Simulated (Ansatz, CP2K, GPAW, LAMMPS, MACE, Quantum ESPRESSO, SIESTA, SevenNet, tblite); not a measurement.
# Running amorphous 63SiO2-37Rb2O (mol %) (105 atoms) with GPAW

Aim: run amorphous 63SiO2-37Rb2O (mol %) (105 atoms) in GPAW and see how near its forces come to a plane-wave reference, and at what cost.

Program: GPAW 26.7.0. Level of theory: the method is named at each step. Results are calculated unless marked as measured.

### 1. Starting point

The cell holds 105 atoms: 22 Si, 26 Rb and 57 O. Cell: a = 12.074 Å, b = 12.074 Å, c = 12.074 Å, α = 90.0°, β = 90.0°, γ = 90.0°. 105 atoms (22 Si, 26 K, 57 O) placed at random at 2.46 g/cm³, melted at 5000 K for 10 ps at fixed volume with the Morse and Coulomb pair potential with partial charges (Pedone, Malavasi, Menziani, Cormack and Segre, J. Phys. Chem. B 110, 11780 (2006)). Quenched from 5000 K to 300 K at 1000 K/ps and fixed volume, held 10 ps at zero pressure, then minimised at fixed cell. Then K was replaced by Rb and the cell scaled by 1.013 (the potential has no terms for the new elements, so the cell is a start for a DFT relaxation).

The yardstick, on the same geometry:

| Property | Result |
| --- | --- |
| method | Kohn-Sham DFT, PBE, PAW, plane waves (Ansatz 0.2.0); cutoff 420 eV, Γ point, fermi-dirac smearing of 0.05 eV; PAW set soft_2 |
| r.m.s. force component | 0.6148 eV/Å |
| longest force | 2.268 eV/Å |
| pressure | 4.895 GPa |
| gap (highest filled to lowest empty level) | 2.875 eV |
| SCF cycles | 9 |
| time | 34 s on 4 threads of Arm Neoverse V1, shared host |
| CPU time | 2.2 min |

### 2. PBE, LCAO dzp, h 0.18 Å

Method: Kohn-Sham DFT, PBE, PAW, atomic orbitals (dzp).

File run.py:

```python
import numpy as np
from ase.io import read
from gpaw import GPAW, FermiDirac
from ase.parallel import parprint as print

atoms = read("structure.xyz")
atoms.calc = GPAW(
    mode="lcao",
    basis="dzp",
    h=0.18,
    xc="PBE",
    kpts={"size": (1, 1, 1), "gamma": True},
    occupations=FermiDirac(0.05),
    maxiter=200,
    symmetry={"point_group": False},
    txt="gpaw.txt",
)
energy = atoms.get_potential_energy(force_consistent=True)
forces = atoms.get_forces()
print(f"energy {energy:.6f} eV")
print("forces (eV/A)")
for i, (a, f) in enumerate(zip(atoms, forces)):
    print(f"{i:4d} {a.symbol:2s} {f[0]:10.5f} {f[1]:10.5f} {f[2]:10.5f}")
print(f"Fermi level {atoms.calc.get_fermi_level():.4f} eV")
for k in range(len(atoms.calc.get_ibz_k_points())):
    for s in range(atoms.calc.get_number_of_spins()):
        e = atoms.calc.get_eigenvalues(kpt=k, spin=s)
        n = np.searchsorted(e, atoms.calc.get_fermi_level())
        print(f"k {k} spin {s} levels about the Fermi level:", np.round(e[max(n - 6, 0):n], 4).tolist(), "|", np.round(e[n:n + 6], 4).tolist())
```

File structure.xyz:

```xyz
105
Lattice="12.07362 0.00000 0.00000 0.00000 12.07362 0.00000 0.00000 0.00000 12.07362" Properties=species:S:1:pos:R:3 pbc="T T T"
Si 0.81207 7.24586 9.76671
Si 10.47809 8.84972 3.15508
Si 9.48793 7.04266 5.68088
Si 6.47206 3.83543 11.09252
Si 4.02897 0.63302 8.06928
Si 0.36426 7.68015 6.64653
Si 7.41079 7.64562 8.17251
Si 0.34180 2.38695 5.12368
Si 2.84998 1.38702 3.23754
Si 5.92030 1.54941 4.29712
Si 6.98000 11.22436 11.28425
Si 5.22450 9.90133 8.99630
Si 9.98657 8.37318 9.95180
Si 11.02527 10.34154 7.57414
Si 8.64121 8.96128 0.64618
Si 0.66586 2.46459 10.74564
Si 7.66554 5.87961 0.96215
Si 2.80156 9.45461 10.63903
Si 3.61834 3.07672 9.88648
Si 7.05450 1.51367 1.17923
Si 2.79118 7.16231 4.46821
Si 0.81775 0.80265 7.91522
Rb 7.69911 9.94190 5.35827
Rb 11.55530 5.95326 0.42994
Rb 9.03867 3.07974 6.01653
Rb 3.38737 0.80459 0.10347
Rb 10.71123 2.93944 1.43193
Rb 1.45294 10.71546 4.86712
Rb 11.91449 0.31162 2.18967
Rb 6.03838 3.80657 7.54372
Rb 1.63513 9.13224 2.07292
Rb 9.51691 1.85668 10.79683
Rb 4.55357 4.42414 3.10690
Rb 8.54462 3.72495 3.29151
Rb 4.49187 6.52470 10.63070
Rb 3.46923 3.59528 5.90931
Rb 3.74946 6.43995 7.85341
Rb 0.72333 4.41834 8.13207
Rb 4.35870 10.90127 5.28849
Rb 11.89227 11.05400 10.95331
Rb 11.88129 5.55036 3.78097
Rb 2.34482 4.83186 0.80459
Rb 9.41670 0.03441 4.09090
Rb 7.52742 0.22276 7.60191
Rb 4.73238 10.53532 1.68717
Rb 4.66501 7.49965 1.88493
Rb 9.47224 5.04629 10.19545
Rb 6.44490 5.68257 4.97614
O 1.41672 7.39521 5.46899
O 8.60849 1.28210 1.35478
O 11.70586 3.67811 10.76182
O 5.82794 10.51178 10.36895
O 8.31389 7.59310 6.75688
O 3.33099 3.87877 8.56539
O 11.33085 10.11866 3.55158
O 2.59257 10.99182 10.55222
[... 45 atom lines left out ...]
O 1.56728 1.64298 4.27297
O 0.94343 7.18767 8.10997
O 0.24835 1.53407 6.56177
O 6.47412 6.40892 8.29989
```

On the command line:

```sh
OMP_NUM_THREADS=1 mpirun -np 2 gpaw python run.py > output.txt
```

What it wrote:

```text
energy -617.462407 eV
forces (eV/A)
   0 Si    0.02242    2.03876   -0.38573
   1 Si    0.88476   -1.57228   -0.40279
   2 Si    0.88962    1.25503    0.21019
   3 Si    0.79739   -1.00205    0.87608
   4 Si   -0.60763    1.08022    1.04243
   5 Si   -1.19092    1.24708    0.67636
   6 Si    0.92822    0.43084    0.22096
   7 Si    1.10359    0.59521   -0.00973
   8 Si    0.09474    0.39097   -0.12919
   9 Si   -0.17636   -0.60556   -1.59636
  10 Si    1.54577    0.70076   -1.07075
  11 Si   -0.45962   -0.12421    1.81332
  12 Si   -0.20994    0.46108   -1.14830
  13 Si    0.02428   -1.58560   -0.37180
  14 Si    0.05985   -0.98890   -0.66008
  15 Si   -0.00019   -0.34348   -0.68126
  16 Si    0.41582   -0.53790    0.13859
  17 Si    0.68939    0.28305   -0.30241
  18 Si   -0.19241   -1.48194   -1.99712
  19 Si    0.42383   -0.81200   -0.57517
  20 Si    0.87844    0.40844    0.20907
  21 Si    0.93259    0.57005   -0.43174
  22 Rb   -0.27906   -1.26164   -0.00915
  23 Rb   -0.34435    1.10806    0.04178
[...]
97 O    -0.06911   -1.11465    1.35108
  98 O     1.02130   -0.44146   -1.90827
  99 O     0.41337   -0.56025    1.71498
 100 O    -0.50881   -1.87422   -0.14285
 101 O    -0.01666   -0.97190    0.47562
 102 O     0.64232   -0.68615   -0.65193
 103 O    -0.79042   -0.70254    0.55223
 104 O    -1.00975   -1.69417    0.08521
Fermi level 5.1915 eV
k 0 spin 0 levels about the Fermi level: [3.5428, 3.6441, 3.6941, 3.782, 3.8335, 3.9869] | [6.4674, 7.1876, 7.7203, 8.1222, 8.2739, 8.4741]
```

gpaw.txt:

```text
Input parameters:
  mode=LCAO(),
  basis={'default': 'dzp'},
  h=0.18,
  kpts=MonkhorstPack(size=(1, 1, 1), gamma=True),
  maxiter=200,
  occupations=Occupations(name='fermi-dirac', width=0.05, fixmagmom=False),
  symmetry=Symmetry(point_group=False),
  xc=XC(name='PBE')
Unit cell  # Å
| periodic |         x |         y |         z |   lengths |    angles |
|----------|-----------|-----------|-----------|-----------|-----------|
|      yes | 12.073620 |  0.000000 |  0.000000 | 12.073620 | 90.000000 |
|      yes |  0.000000 | 12.073620 |  0.000000 | 12.073620 | 90.000000 |
|      yes |  0.000000 |  0.000000 | 12.073620 | 12.073620 | 90.000000 |
Number of symmetries: 1
Symmetry operations  # r_c * U_cc + t_c -> r_c
|   | kind |            matrix            |
|---|------|------------------------------|
| 0 |  E   |  1, 0, 0,  0, 1, 0,  0, 0, 1 |
BZ-sampling:
  Number of BZ points: 1
  Number of IBZ points: 1
  Monkhorst-Pack size: [1, 1, 1]
  Monkhorst-Pack shift: [0, 0, 0]
[... lines left out ...]
        l=0, rc=2.2969 Bohr: 2s-dz split-valence wave
        l=1, rc=2.8906 Bohr: 2p-dz split-valence wave
        l=2, rc=5.3906 Bohr: d-type Gaussian polarization
      Number of RI-basis functions 0
Reference energy: -2398515.317673  # eV
eigensolver:
density mixing:
  MSR1-Mixer
occupation numbers:
  Fermi-Dirac:
    width: 0.0500  # eV
FastPoissonSolver using
    Stencil: 6*3+1=19 point O(h^6) finite-difference Laplacian
xc functional:
  name: PBE with 2 nearest neighbor stencil
interpolation: tri-quintic # 5. degree polynomial
Initialization done in: 10.783 s
convergence criteria:
- Maximum [total energy] change in last 3 cyles: 0.0005 eV / valence electron
- Maximum integral of absolute [dens]ity change: 0.0001 electrons / valence electron
- Maximum integral of absolute [eigenst]ate change: 4e-08 eV^2 / valence electron
maximum number of iterations: 200
SCF iterations
|iter     |      energy | eigst |  dens |
|---------|-------------|-------|-------|
|iter:   1| -694.967100 |      c|       |
|iter:   2| -675.431192 |      c| -0.88 |
|iter:   3| -617.626363 |      c| -0.93 |
|iter:   4| -617.411436 |      c| -1.47 |
|iter:   5| -617.530164c|      c| -1.75 |
|iter:   6| -617.465447c|      c| -2.22 |
|iter:   7| -617.462722c|      c| -2.93 |
|iter:   8| -617.462415c|      c| -3.45 |
|iter:   9| -617.462408c|      c| -3.86 |
|iter:  10| -617.462407c|      c| -4.29c|
Converged in 10 steps
SCF loop duration: 379.279 s (37.928 s/step)
Energy contributions relative to reference atoms: (reference = -2398515.317673)
Energy contributions:
  Kinetic:         910.067455
  Coulomb:        -750.300243
  Zero:              7.127258
  External:          0.000000
  Xc:             -784.356877
  Entropy:          -0.000000
  Spinorbit:         0.000000
  ----------------------------
  Free energy:    -617.462407
  Extrapolated:   -617.462407
dipole moment: (99.908270, -109.413965, -65.982172)  # |e|*Ang
Fermi level: 5.192
Eigenvalues  # (at kpt = [0.000, 0.000, 0.000])
| band index |      eig [eV] | occ [0-2] |
|------------|---------------|-----------|
|          0 |       -23.970 |     2.000 |
|        ... |               |           |
|        324 |         3.431 |     2.000 |
|        325 |         3.470 |     2.000 |
[...]
|        339 |         8.844 |     0.000 |
|        ... |               |           |
|        402 |        12.334 |     0.000 |
Gap: 2.481 eV
Transition (v -> c):
  (s=0, k=0, n=331, [0.00, 0.00, 0.00]) -> (s=0, k=0, n=332, [0.00, 0.00, 0.00])
No difference between direct/indirect transitions
Force computation time: 94.519  # s
```

Run time: 8.1 min. Hardware: 2 MPI ranks of Arm Neoverse V1, shared host; peak memory 3.6 GiB; 16 min of CPU time.

Banners, paths, timers and routine set-up lines are dropped from the logs unmarked, and long logs keep their key lines alone; longer cuts are marked.

Numbers from this run, and their distance from the reference:

| Quantity | Value |
| --- | --- |
| r.m.s. force component | 0.8775 eV/Å |
| r.m.s. difference of force components | 319 meV/Å |
| longest difference of force vectors | 1032 meV/Å |
| force difference over r.m.s. force | 51.89 % |
| slope of forces against the reference's | 1.384 |
| correlation of force components | 0.9696 |
| gap (highest filled to lowest empty level) | 2.481 eV |
| gap difference | -0.3947 eV |

This run lies far from the reference in forces at the same functional.

Length of the force difference by element (eV/Å):

| element | atoms | mean | most |
| --- | --- | --- | --- |
| O | 57 | 0.68 | 1.0 |
| Rb | 26 | 0.26 | 0.55 |
| Si | 22 | 0.20 | 0.34 |

Levels nearest the highest filled one (eV from it): -0.44, -0.34, -0.29, -0.20, -0.15, 0.00, 2.48, 3.20, 3.73, 4.14, 4.29, 4.49.

A closer look about O66, picked at random: 10 atoms, nearest first, numbered in the order of the input, with positions taken from that point.

| atom | x | y | z | distance (Å) | bonds | Fx | Fy | Fz (eV/Å) |
| --- | --- | --- | --- | --- | --- | --- | --- | --- |
| O66 | 0.00 | 0.00 | 0.00 | 0.00 | 6 | -0.92 | -0.88 | -1.69 |
| Si21 | 0.38 | 0.70 | 1.40 | 1.61 | 4 | 0.88 | 0.41 | 0.21 |
| O78 | 1.45 | -0.21 | 2.16 | 2.61 | 5 | 1.04 | -1.09 | 0.97 |
| O75 | 0.96 | 2.19 | 1.12 | 2.64 | 5 | 0.50 | 1.46 | -0.35 |
| Rb46 | 2.25 | 1.04 | -1.19 | 2.75 | 4 | 0.57 | -0.25 | 0.05 |
| O49 | -1.00 | 0.93 | 2.40 | 2.76 | 3 | -0.45 | -0.15 | 0.09 |
| Rb42 | -0.07 | -1.63 | -2.27 | 2.79 | 4 | 0.24 | -0.47 | -0.26 |
| Rb41 | -2.60 | -0.91 | 0.71 | 2.85 | 6 | -0.09 | 0.05 | 0.38 |
| Rb31 | -0.78 | 2.67 | -1.00 | 2.95 | 6 | -0.69 | -0.27 | -0.51 |
| Rb33 | 2.14 | -2.04 | 0.04 | 2.96 | 6 | -0.30 | -0.97 | -0.85 |

Atoms are counted from 1 here, from 0 in the log.

Forces lie 52 % from the reference's, at 7.3 times its CPU time (on 2 against 4 cores).

The difference per atom is largest on O (0.68 eV/Å on average, against 0.26 on Rb).

### 3. RPBE, LCAO dzp, h 0.18 Å

Method: Kohn-Sham DFT, RPBE, PAW, atomic orbitals (dzp).

Edit run.py of step 2 so:

```diff
@@ -10,3 +10,3 @@
     h=0.18,
-    xc="PBE",
+    xc="RPBE",
     kpts={"size": (1, 1, 1), "gamma": True},
```

structure.xyz is that of step 2.

What it wrote:

```text
energy -582.104424 eV
forces (eV/A)
   0 Si    0.01915    2.06100   -0.38380
   1 Si    0.90931   -1.59487   -0.40312
   2 Si    0.88145    1.26964    0.21993
   3 Si    0.80337   -1.01444    0.88464
   4 Si   -0.61661    1.08183    1.05792
   5 Si   -1.17640    1.25751    0.67595
[...]
102 O     0.70151   -0.70408   -0.67454
 103 O    -0.88845   -0.72459    0.56313
 104 O    -1.05058   -1.80887    0.10826
Fermi level 5.4155 eV
k 0 spin 0 levels about the Fermi level: [3.7423, 3.8347, 3.8975, 3.9756, 4.0228, 4.1903] | [6.8162, 7.4909, 8.1142, 8.444, 8.6538, 8.838]
```

gpaw.txt:

```text
Input parameters:
  mode=LCAO(),
  basis={'default': 'dzp'},
  h=0.18,
  kpts=MonkhorstPack(size=(1, 1, 1), gamma=True),
  maxiter=200,
  occupations=Occupations(name='fermi-dirac', width=0.05, fixmagmom=False),
[... lines left out ...]
  Fermi-Dirac:
[... lines left out ...]
convergence criteria:
- Maximum [total energy] change in last 3 cyles: 0.0005 eV / valence electron
[... lines left out ...]
Converged in 10 steps
[... lines left out ...]
  Free energy:    -582.104424
[... lines left out ...]
Fermi level: 5.416
[... lines left out ...]
|        ... |               |           |
|        324 |         3.623 |     2.000 |
|        325 |         3.661 |     2.000 |
[...]
|        339 |         9.198 |     0.000 |
|        ... |               |           |
|        402 |        12.675 |     0.000 |
Gap: 2.626 eV
Transition (v -> c):
  (s=0, k=0, n=331, [0.00, 0.00, 0.00]) -> (s=0, k=0, n=332, [0.00, 0.00, 0.00])
No difference between direct/indirect transitions
Force computation time: 92.921  # s
```

Elapsed: 8 min, on 2 MPI ranks; peak memory 3.6 GiB.

Numbers from this run, and their distance from the reference:

```yaml
r_m_s_force_component: 0.9233 eV/Å
r_m_s_difference_of_force_components: 369.3 meV/Å
longest_difference_of_force_vectors: 1218 meV/Å
force_difference_over_r_m_s_force: 60.07 %
slope_of_forces_against_the_reference_s: 1.447
correlation_of_force_components: 0.9637
spacing_of_highest_filled_and_lowest_empty_level: 2.626 eV
gap_difference: -0.2493 eV
```

Against the first run (52 %), the force difference from the reference is 60 %, at 0.99 times the CPU time; the model has changed, so this is no error of the program alone.

(Part 1 of 2 ends here.)

[Also dropped from logs without a mark: logging warnings of Python, and SIESTA's first energy breakdown and zero terms.]

[Logs are printed without paths, hosts, clocks, repeated set-up lines and the standing remarks that a program may print on its own settings, such as how far it seeks lower states.]

[Hosts, paths, dates, database ids (printed as entryN), source tags and the programs' standing remarks are cut or masked in the printed files.]
